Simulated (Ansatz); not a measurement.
# GaN: optical spectrum from first principles

What colour and refractive index does GaN have at this level of theory? The cell comes from an older database entry, whose edges can differ from later determinations, mostly by under a per cent.

Calculated with Ansatz 0.2.0; DFT, PBE, plane-wave PAW, default files, scalar-relativistic, independent-particle optical response without local fields.

The database entry behind the starting cell differs from later determinations by our own check (about 0.3 % short, ideal inner coordinate), so it need not match the best structure at ambient conditions.

### Step 1. Starting point

It takes space group P6_3mc (No. 186, hexagonal). Conventional cell: a = 3.180 Å, b = 3.180 Å, c = 5.166 Å, α = 90.00°, β = 90.00°, γ = 120.00°. Ga has 4 N at 1.94 to 1.95 Å nearest. N has 4 Ga at 1.94 to 1.95 Å nearest. Farther neighbours and most contacts between anions are not listed.

### Step 2. Ground state and bands

The self-consistent density comes first; it also tells whether there is a gap, which decides the occupations and the need for a Drude term.

This step: DFT, PBE, plane-wave PAW, default files, scalar-relativistic, ground state (Ansatz 0.2.0).

File input.yaml:

```yaml
crystal:
  lattice:
    - [3.18, 0.0, 0.0]
    - [-1.59, 2.753960784, 0.0]
    - [0.0, 0.0, 5.166]
  atoms:
    - { symbol: Ga, position: [0.6666666667, 0.3333333333, 0.5] }
    - { symbol: Ga, position: [0.3333333333, 0.6666666667, 0.0] }
    - { symbol: "N", position: [0.6666666667, 0.3333333333, 0.875] }
    - { symbol: "N", position: [0.3333333333, 0.6666666667, 0.375] }
kpoints:
  mp_grid: { grid: [8, 8, 5] }
  band_path:
    path:
      - [[0.0, 0.0, 0.0], [0.5, 0.0, 0.0], [0.33333333, 0.33333333, 0.0], [0.0, 0.0, 0.0], [0.0, 0.0, 0.5], [0.5, 0.0, 0.5], [0.33333333, 0.33333333, 0.5], [0.0, 0.0, 0.5]]
      - [[0.5, 0.0, 0.5], [0.5, 0.0, 0.0]]
      - [[0.33333333, 0.33333333, 0.0], [0.33333333, 0.33333333, 0.5]]
    npoints: 6
scf:
  occupations: { method: fermi_dirac, width: 0.05 }
  n_extra_bands: 8
hamiltonian:
  xc: pbe
  pseudopotentials: { kind: paw }
output:
  forces: true
  stress: true
  populations: true
  write_bands: true
  write_density: true
  write_potential: true
  elf: true
  volumetric_format: npy
```

On the command line:

```bash
ansatz run input.yaml --threads 4 --pin off --max-ram 8192MiB --backend cpu --events-out ev --progress --plain --runs-dir out
```

Numbers of over 12 decimals in the logs are rounded to 6 here.

The log of the run:

```text
scf.n_extra_bands = 8 over 18 filled bands (N_el = 36.0): the run solves 26 bands
Engine: ansatz 0.2.0, x86_64-unknown-linux-gnu
Pseudopotentials: kind: paw
Pseudopotential: Ga, paw, valence charge 13, recommended cutoff 420 eV (normal), Ga.paw.azcp
Pseudopotential: N, paw, valence charge 5, recommended cutoff 420 eV (normal), N.paw.azcp
Functional definition: PBE
  parameter kappa = 0.804
  parameter beta = 0.066725
  exchange = pbe_x(kappa = kappa, mu = beta*pi^2/3)
  correlation = pbe_c(beta = beta)
Crystal: 4 atoms, lattice volume = 45.242 Å³
Basis set: ecut = 420 eV, 881 PW (Γ), exchange–correlation on 48×48×72 points (8 copies of the dense FFT grid, shifted against one another)
Bands: 26, of which v1, the nominal top of the filled ones, is band 18 counted from 1 (17 counted from 0)
Symmetry: 12 space group operations
Space group: P63mc (ITA 186), of the structure as read, at distance tolerance 3.6e-5 Å
k-points: 30 of 320 (time reversal used)
Non-local potential: Ga, projectors of the file, l = 0: 2, l = 1: 2, l = 2: 3, l = 3: 1
Non-local potential: N, projectors of the file, l = 0: 2, l = 1: 2, l = 2: 1
PAW form: soft (Blöchl's): semilocal exchange-correlation on the pseudo side does not see the compensation charge
PAW one-centre angular grid: Ga, 590 points (default); XC on 64 Gauss nodes
PAW one-centre angular grid: N, 110 points (default); XC on 64 Gauss nodes
Initial density: superposition of atomic densities (neutral atoms: chi_scale 0, normalization atom), corrected by the library's trained network
Initial wavefunctions: pseudopotential atomic-orbital guess
Functional: x = pbe(κ = 0.804, μ = 0.219515), c = pbe(β = 0.066725)
SCF iter   1: F=—  HF=-8335.795260 eV  |F-HF|=—  |Δ(HF+E_count)|=         —  Δρ=8.38e-4  dr2=1.75e-4  ethr=1.77e-3  ⟨swp⟩=5.1  Hψ=3133  notcnv=0  defer=22
preconditioner: auto → Resta (q_TF=auto, 2.626 Å⁻¹)  ε∞=4.1  [insulator: Δε(μ)=1.958 eV  Ē_g=18.869 eV  σ=0.050 eV  W_gap=1.00  n_scr=22 (ndim 8)  ℏωp=33.1 eV  f_vac=0.008  D(μ)=0.00/eV (n_scr^D=0)  ε∞_Penn≈4.1]
SCF iter   2: F=—  HF=-8335.795877 eV  |F-HF|=—  |Δ(HF+E_count)|=   6.17e-4  Δρ=4.61e-4  dr2=5.08e-5  ethr=4.87e-7  ⟨swp⟩=2.3  Hψ=1561  notcnv=0  defer=34
SCF iter   3: F=—  HF=-8335.795997 eV  |F-HF|=—  |Δ(HF+E_count)|=   1.20e-4  Δρ=1.53e-4  dr2=5.32e-6  ethr=1.41e-7  ⟨swp⟩=2.0  Hψ=1236  notcnv=0  defer=34
SCF iter   4: F=—  HF=-8335.796003 eV  |F-HF|=—  |Δ(HF+E_count)|=   5.97e-6  Δρ=6.05e-5  dr2=9.71e-7  ethr=1.48e-8  ⟨swp⟩=2.0  Hψ=1236  notcnv=0  defer=34
SCF iter   5: F=—  HF=-8335.796004 eV  |F-HF|=—  |Δ(HF+E_count)|=   1.10e-6  Δρ=2.34e-5  dr2=1.78e-7  ethr=2.70e-9  ⟨swp⟩=2.3  Hψ=1048  notcnv=0  defer=34
SCF iter   6: F=-8335.796004 eV  HF=-8335.796004 eV  |F-HF|=2.38e-8  |Δ(HF+E_count)|=   4.06e-7  Δρ=5.63e-6  dr2=1.32e-8  ethr=2.78e-10  ⟨swp⟩=11.3  Hψ=5063  notcnv=0
SCF 1 converged in 6 iterations: F = -8335.796004 eV  dr2 = 1.32e-8
  greatest PAW one-centre occupation: 0.995 electrons in one spin orbital (limit 2), on the Ga atom at site 0 (counted from 0), in its partial waves of l = 2
NSCF: frozen V_eff on 57 k-points
SCF converged after 6 iterations
Free energy (F): -8335.796004 eV
Harris-Foulkes:  -8335.796004 eV  (|F-HF|=2.38e-8)
Internal energy: -8335.796004 eV  (E = F + TS)
E sigma→0 (E₀):  -8335.796004 eV
Fermi energy:    10.864224 eV
--- Per-component energies (eV) ---
  E_band       = -5.325238
  E_kinetic    = 495.403593
  E_local      = -3888.982433  (includes V_loc(G=0)·N_el)
  E_nonlocal   = 948.900694
  E_hartree    = 1791.449582
  E_xc         = -257.978630
  E_vxc        = -268.792259  (∫ρ·V_xc dr)
  E_paw        = -4240.762137  (= ΣΔE_a)
  E_vpaw       = -874.752928  (= ΣTr[D̂ρ^β])
  E_aug_tail   = 0.000054  (compensation charges beyond the density's cutoff)
  E_ewald      = -3183.826728
  E_smearing   = -0.000000  (= −TS)
  E_closure    = 0.000000  (closes the sum)
  Σ components = -8335.796004   (vs F -8335.796004, Δ=0.00e0)
--- Forces (eV/Å), atoms counted from 1 ---
  atom   1  Ga     0.00000000    -0.00000000    -0.13708673
  atom   2  Ga     0.00000000     0.00000000    -0.13708673
  atom   3  N      0.00000000    -0.00000000     0.13706784
  atom   4  N      0.00000000     0.00000000     0.13706784
  max |Σ_I F_I| component: 3.78e-5 eV/Å
--- Stress (GPa, compression-positive) ---
        6.575399       0.000000      -0.000000
       -0.000000       6.575399       0.000000
       -0.000000       0.000000       8.722050
  P = ⅓ Tr σ = 7.2909 GPa (72.909 kbar)
--- Band table (eV; the first three rows and the last of 30) ---
  k-point 0: bands = [... 14 lower, 8.7904, 9.7926, 9.8521, 9.8521, 11.8164, 14.1549, 19.1051, 19.7819, ... 4 higher]
  k-point 1: bands = [... 14 lower, 8.8872, 8.8872, 9.7463, 9.7463, 12.6957, 14.2294, 18.8384, 19.8261, ... 4 higher]
  k-point 2: bands = [... 14 lower, 9.1447, 9.1447, 9.4730, 9.4730, 13.8073, 14.2844, 18.4038, 18.6577, ... 4 higher]
  k-point 29: bands = [... 14 lower, 5.5671, 6.3011, 8.0273, 8.3336, 15.7545, 16.3667, 17.2835, 17.7843, ... 4 higher]
--- Löwdin populations: 4 sites ---
  site symbol       q [e]
     0     Ga     12.2244
     1     Ga     12.2244
     2      N      5.7387
     3      N      5.7387
  spilling = 0.002053 (of n_electrons = 36.000000)
```

Run time: 1.2 s. Hardware: 4 threads of Intel Xeon Platinum 8488C (Sapphire Rapids), shared host; peak memory 0.41 GiB.

This step gave:

```
free energy                  : -8335.7960 eV
Fermi energy                 : 10.86 eV
gap by band count            : 1.964 eV
electrons                    : 36
symmetry operations          : 12
pressure                     : 7.291 GPa
gap on the k-mesh            : 1.964 eV
volume                       : 45.24 Å³
gap on the path              : 1.964 eV
least direct gap on the path : 1.964 eV
```

There is a gap, 1.96 eV on the path, so no carriers' term is needed. The cell is left with a pressure of 7.3 GPa and forces up to 0.14 eV/Å, as it stands unrelaxed at this level.

Electronic bands along the path, in eV, zero at the Fermi level; v1 is the highest filled band, c1 the lowest empty one:

```tsv
point	v4	v3	v2	v1	c1	c2	c3	c4
Γ	-2.07	-1.07	-1.01	-1.01	0.95	3.29	8.24	8.92
halfway	-3.88	-3.03	-1.76	-1.50	3.32	4.96	6.39	7.55
M	-5.29	-3.79	-3.27	-2.00	4.07	4.60	5.06	7.66
halfway	-5.30	-4.59	-3.43	-2.89	4.59	5.64	5.66	7.50
K	-6.35	-4.05	-4.05	-3.73	4.12	6.86	6.86	7.42
halfway	-4.70	-3.43	-2.03	-1.95	3.97	5.91	6.29	6.67
Γ	-2.07	-1.07	-1.01	-1.01	0.95	3.29	8.24	8.92
halfway	-1.93	-1.93	-1.18	-1.18	2.14	3.40	7.85	8.62
A	-1.56	-1.56	-1.56	-1.56	3.28	3.28	7.53	7.53
halfway	-3.11	-3.11	-2.32	-2.32	4.26	4.26	6.69	6.69
L	-2.97	-2.97	-2.94	-2.94	3.42	3.42	6.83	6.83
halfway	-4.24	-4.24	-2.63	-2.63	4.38	4.38	7.16	7.16
H	-5.24	-5.24	-2.52	-2.52	5.48	5.48	6.32	6.32
halfway	-3.15	-3.15	-2.84	-2.84	4.69	4.69	6.69	6.69
A	-1.56	-1.56	-1.56	-1.56	3.28	3.28	7.53	7.53
jump to L	-2.97	-2.97	-2.94	-2.94	3.42	3.42	6.83	6.83
halfway	-4.35	-3.56	-2.74	-2.31	3.32	4.10	6.60	6.89
M	-5.29	-3.79	-3.27	-2.00	4.07	4.60	5.06	7.66
jump to K	-6.35	-4.05	-4.05	-3.73	4.12	6.86	6.86	7.42
halfway	-6.05	-4.24	-3.24	-3.24	4.88	6.25	6.25	7.21
H	-5.24	-5.24	-2.52	-2.52	5.48	5.48	6.32	6.32
```

Electrostatic potential energy in the ac plane at fractional y = 0.333, with atoms of Ga and N within 0.2 Å of it. With pseudopotentials it is smooth inside the atoms' cores, unlike the true potential.

Ten even steps from '0' (-39 eV) to '9' (13 eV):
```
8877788974113689
9888889840000379
9988899730000169
9999999830000279
9999999962001489
9999999986435799
9999999998878999
9999999998888899
9999999876666789
9999998765555578
9999998655555557
8999997555555556
8999997555555556
8999997555555557
9999998655555557
9999998765555578
9999999876666789
9999999998888899
9999999999999999
9999999999999999
9999999999999999
9999999999999999
9988899999999999
8888889999999999
8877789999999999
8777788998667899
```
Atoms in or near the plane, at fractional coordinates: Ga at (0.67, 0.50), N at (0.67, 0.88).

ELF in the ac plane at fractional y = 0.333, with atoms of Ga and N within 0.2 Å of it. It is the smooth field of the valence electrons, not physical close to the nuclei.

Ten even steps from '_' (0.00) to '@' (0.83):
```
==::::::::--**%%@@@@%%%%@@@@@@##
++::::::::==##@@@@##====**@@@@%%
++--::::::==%%@@@@**..__==%%@@%%
**--....::++##@@@@**::..++%%@@%%
++::....::==##@@@@%%##**%%@@@@%%
==::..__..--**%%@@@@@@@@@@@@%%**
::..____..::==**%%@@@@@@@@%%##++
..________..::==++++****++++==--
..________..::::::--------::::::
............::::::::......::::::
::::::::::::::::..________..::::
::--====--::::::..__________::::
--==++++++----::..__..::____..::
==**####**==--::..__________::::
++########++--::..________..::--
++########**==--::::....::::::--
**########**==--::::::::::::::==
++********++==--::::::::::::::--
==++++**++==--::............::--
::--======--::....__________....
..::----::::....______________..
....::::::......______________..
....::::..........::::::::::....
::::::::::::::--==++++++++==--::
::::::::::::--++##%%%%%%%%##**==
--::::::::::==##@@@@@@@@@@@@%%++
```
Atoms in or near the plane, at fractional coordinates: Ga at (0.67, 0.50), N at (0.67, 0.88).

### Step 3. Spectrum

The spectrum is a sum over vertical transitions between filled and empty bands at the fixed density, so many empty bands are needed.

This step: DFT, PBE, plane-wave PAW, default files, scalar-relativistic, independent-particle optical response without local fields (Ansatz 0.2.0).

input.yaml, the sections that differ from step 2:

```yaml
kpoints:
  mp_grid: { grid: [8, 8, 5] }
scf:
  occupations: { method: fixed }
output:
  optics:
    e_range: [0, 20]
    de: 0.05
    sigma: 0.1
    nscf_kmesh: { grid: [9, 9, 5] }
    bands: { spectra_wanted_up_to: 20 }
# crystal, hamiltonian: as in step 2
```

The log of the run:

```text
[...]
Crystal: 4 atoms, lattice volume = 45.242 Å³
Basis set: ecut = 420 eV, 881 PW (Γ)
Bands: 22, of which v1, the nominal top of the filled ones, is band 18 counted from 1 (17 counted from 0)
Symmetry: 12 space group operations
[...]
k-points: 30 of 320 (time reversal used)
[...]
SCF iter   1: F=—  HF=-8335.795233 eV  |F-HF|=—  |Δ(HF+E_count)|=         —  Δρ=8.38e-4  dr2=1.74e-4  ethr=1.77e-3  ⟨swp⟩=4.3  Hψ=2335  notcnv=0  defer=23
[...]
SCF iter   9: F=-8335.795994 eV  HF=-8335.795994 eV  |F-HF|=3.64e-12  |Δ(HF+E_count)|=  2.18e-11  Δρ=7.21e-8  dr2=2.39e-12  ethr=1.00e-12  ⟨swp⟩=3.8  Hψ=1970  notcnv=0
SCF 1 converged in 9 iterations: F = -8335.795994 eV  dr2 = 2.39e-12
[...]
NSCF: frozen V_eff on 36 k-points
[...]
output.optics: what the bands over the 44 summed would add to eps1, eps2 and the energy-loss function is held between a lower and an upper bound (7 Lanczos steps). eps1, eps2 and their loss function (loss_summed_bands) are given on every row as the summed bands alone make them. Along an axis, on a row where the two bounds hold the loss function to about 1 % of the greater of itself and 0.5 % of |1/eps|, its cell (loss_completed) is given, with the completed eps1 and eps2 that it is formed of (a cell that is left empty reads nan in the table and null in the record). The two bounds hold it so along every axis on all 401 rows up to 20.000 eV. [rest of the remark cut]
SCF converged after 9 iterations
Free energy (F): -8335.795994 eV
[...]
Internal energy: -8335.795994 eV  (E = F + TS)
E sigma→0 (E₀):  -8335.795994 eV
Fermi energy:    9.852163 eV
[...]
--- Band table (eV; the first three rows and the last of 30) ---
  k-point 0: bands = [... 14 lower, 8.7904, 9.7926, 9.8522, 9.8522, 11.8165, 14.1549, 19.1052, 19.7819]
  k-point 1: bands = [... 14 lower, 8.8872, 8.8872, 9.7463, 9.7463, 12.6957, 14.2294, 18.8385, 19.8261]
  k-point 2: bands = [... 14 lower, 9.1447, 9.1447, 9.4731, 9.4731, 13.8073, 14.2844, 18.4038, 18.6577]
  k-point 29: bands = [... 14 lower, 5.5672, 6.3011, 8.0273, 8.3336, 15.7545, 16.3667, 17.2836, 17.7843]
```

Elapsed: 26 s, on 4 threads; peak memory 0.81 GiB.

Numbers from this step:

* electronic dielectric constant ε∞, mean over x, y and z (by symmetry where fewer were run): 5.919
* absorption onset, first axis (α over 10⁴ cm⁻¹, or the direct gap if that lies higher): 1.985 eV
* main peak of Im epsilon, first axis: 7.874 eV
* photocurrent from vertical transitions in a film 500 nm thick on a perfect mirror (two passes), AM1.5G, no front reflection, all carriers collected: 14.52 mA/cm²
* least direct gap on the mesh: 1.964 eV
* bands summed: 44
* spectra valid up to: 32.30 eV
* program's estimate of the k-sum error in Im epsilon: 0.07 %
* electrons in the f-sum: 16.01

The Im ε has structure finer than the step of the table below, so its rows give means over 0.5 eV, whole bins alone (the curve runs from 0 to 20 eV). Peaks (eV: height): E ∥ x or y 6.60: 8.32, 7.85: 9.02, 9.05: 7.44, 11.00: 7.56; E ∥ z 5.85: 9.69, 7.85: 8.80, 9.75: 6.80, 10.75: 11.1, 11.50: 9.20.

Im ε against photon energy; means over each step:

```tsv
photon energy (eV)	E ∥ x or y	E ∥ z
1.5	1.6e-5	0
2.0	0.358	0.279
2.5	1.07	1.10
3.0	1.28	1.40
3.5	1.40	1.57
4.0	1.52	1.73
4.5	1.71	1.94
5.0	2.20	2.33
5.5	4.80	4.21
6.0	6.02	9.14
6.5	7.35	7.80
7.0	6.63	7.11
7.5	6.59	7.11
8.0	8.59	7.43
8.5	5.65	4.04
9.0	6.71	3.85
9.5	6.32	5.57
10.0	4.97	4.77
10.5	4.60	6.46
11.0	6.97	8.57
11.5	6.84	8.40
12.0	5.08	4.40
12.5	3.38	2.57
13.0	2.26	1.93
13.5	1.97	1.76
14.0	1.86	1.65
14.5	1.52	1.60
15.0	1.21	1.58
15.5	1.04	1.21
16.0	0.840	0.937
16.5	0.750	0.721
17.0	0.907	0.680
17.5	0.701	0.566
18.0	0.715	0.657
18.5	0.687	0.630
19.0	0.638	0.595
19.5	0.548	0.581
```

Re ε against photon energy:

```tsv
photon energy (eV)	E ∥ x or y	E ∥ z
0.0	5.88	6.00
0.5	5.91	6.03
1.0	6.03	6.15
1.5	6.28	6.40
2.0	7.05	7.16
2.5	6.77	7.05
3.0	6.63	6.88
3.5	6.66	6.88
4.0	6.87	7.06
4.5	7.32	7.46
5.0	8.23	8.28
5.5	9.71	10.5
6.0	6.66	6.87
6.5	7.08	4.39
7.0	3.82	3.67
7.5	5.14	3.34
8.0	2.53	0.0375
8.5	0.900	0.421
9.0	2.42	2.74
9.5	1.03	2.79
10.0	-0.181	1.23
10.5	1.94	5.68
11.0	0.732	-1.19
11.5	-1.43	-1.90
12.0	-3.03	-4.60
12.5	-3.00	-3.06
13.0	-2.17	-2.19
13.5	-1.69	-1.52
14.0	-1.43	-1.24
14.5	-1.40	-0.989
15.0	-1.13	-1.03
15.5	-0.920	-1.06
16.0	-0.751	-0.912
16.5	-0.414	-0.617
17.0	-0.390	-0.507
17.5	-0.266	-0.199
18.0	-0.157	-0.0951
18.5	-0.0837	-0.0641
19.0	-0.0962	0.0299
19.5	0.00981	0.145
20.0	0.0799	0.125
```

Values under 1 per cm are given as 1. Table of absorption coefficient by photon energy:

```tsv
photon energy (eV)	E ∥ x or y (1/cm)	E ∥ z (1/cm)
0.000	1	1
0.500	1	1
1.000	1	1
1.500	1	1
2.000	11721	5635
2.500	52438	53263
3.000	75630	80694
3.500	95952	1.1e5
4.000	1.2e5	1.3e5
4.500	1.4e5	1.6e5
5.000	1.9e5	2.0e5
5.500	4.0e5	2.9e5
6.000	6.5e5	9.3e5
6.500	8.8e5	9.9e5
7.000	9.6e5	1.1e6
7.500	9.3e5	1.1e6
8.000	1.5e6	1.6e6
8.500	1.3e6	1.1e6
9.000	1.5e6	8.7e5
9.500	1.6e6	1.2e6
10.000	1.6e6	1.3e6
10.500	1.2e6	1.1e6
11.000	2.1e6	2.4e6
11.500	2.4e6	2.8e6
12.000	2.6e6	2.8e6
12.500	2.5e6	2.4e6
13.000	2.1e6	2.1e6
13.500	2.0e6	1.9e6
14.000	2.0e6	1.8e6
14.500	1.9e6	1.8e6
15.000	1.8e6	1.9e6
15.500	1.7e6	1.8e6
16.000	1.6e6	1.7e6
16.500	1.3e6	1.5e6
17.000	1.5e6	1.4e6
17.500	1.3e6	1.1e6
18.000	1.2e6	1.1e6
18.500	1.2e6	1.1e6
19.000	1.2e6	1.0e6
19.500	1.0e6	9.3e5
20.000	9.5e5	9.9e5
```

The loss function −Im 1/ε at q → 0 by energy loss; read off at these points:

```tsv
energy loss (eV)	E ∥ x or y	E ∥ z
1.0	0	0
2.0	0.00617	0.00290
3.0	0.0282	0.0284
4.0	0.0307	0.0328
5.0	0.0297	0.0313
6.0	0.0746	0.0696
7.0	0.115	0.110
8.0	0.106	0.129
9.0	0.122	0.175
10.0	0.203	0.217
11.0	0.131	0.120
12.0	0.147	0.108
13.0	0.230	0.226
14.0	0.335	0.386
15.0	0.440	0.432
16.0	0.661	0.547
16.6	1.11	0.876
17.0	0.882	0.939
18.0	1.32	1.47
19.0	1.54	1.66
19.4	1.79	1.76
20.0	1.89	1.63
```

Refractive index n and extinction k against photon energy:

```tsv
photon energy (eV)	n, E ∥ x or y	k, E ∥ x or y	n, E ∥ z	k, E ∥ z
0	2.42	0	2.45	0
1	2.46	0	2.48	0
2	2.66	0.0578	2.68	0.0278
3	2.59	0.249	2.64	0.265
4	2.64	0.288	2.68	0.323
5	2.89	0.371	2.90	0.397
6	2.80	1.07	3.04	1.53
7	2.38	1.36	2.42	1.48
8	2.41	1.81	1.97	1.96
9	2.26	1.64	1.91	0.955
10	1.54	1.60	1.68	1.27
11	2.04	1.85	1.88	2.17
12	1.18	2.11	0.886	2.32
13	0.690	1.63	0.596	1.60
14	0.693	1.38	0.641	1.29
15	0.511	1.18	0.683	1.23
16	0.436	0.970	0.459	1.06
17	0.575	0.849	0.419	0.827
18	0.539	0.669	0.538	0.620
19	0.522	0.607	0.561	0.534
20	0.549	0.470	0.602	0.487
```

At chosen wavelengths:

```tsv
wavelength (nm)	n xy	k xy	R (%) xy	1/α xy	n z	k z	R (%) z	1/α z
633	2.64	0.035	20.3	1.5 µm	2.65	0.013	20.5	3.8 µm
532	2.63	0.181	20.3	234 nm	2.68	0.177	21.0	239 nm
450	2.59	0.232	20.0	154 nm	2.65	0.243	20.7	147 nm
405	2.59	0.252	20.0	128 nm	2.64	0.270	20.7	119 nm
365	2.59	0.267	20.1	109 nm	2.64	0.292	20.8	100 nm
308	2.64	0.289	20.8	85 nm	2.68	0.325	21.4	76 nm
193	3.00	1.174	30.9	13 nm	2.63	1.515	32.0	10 nm
```

Rows near the edge hang on the gap, which this functional as a rule makes too small, and phonon-assisted absorption is left out.

A film 1 µm thick would pass 6 % of daylight and look red, dark in transmission (x = 0.651, y = 0.341). A larger true gap would move the edge to shorter wavelengths and change the colour.

At 1064 nm the birefringence n(z) − n(x) is +0.025: the crystal is uniaxial positive at this level.

The f-sum over the summed bands holds 16.0 of the cell's 36 electrons outside the frozen cores, 24 of which lie in bands more than 12 eV below the Fermi level, whose transitions come at higher energies. Up to 20 eV the strength has a mean oscillator energy of 8.6 eV, close to the main peak.

[end of part 1 of 2]

[Logs are printed without paths, hosts, clocks, repeated set-up lines and the standing remarks that a program may print on its own settings, such as how far it seeks lower states.]

[Hosts, paths, dates, database ids (printed as entryN), source tags and the programs' standing remarks are cut or masked in the printed files.]
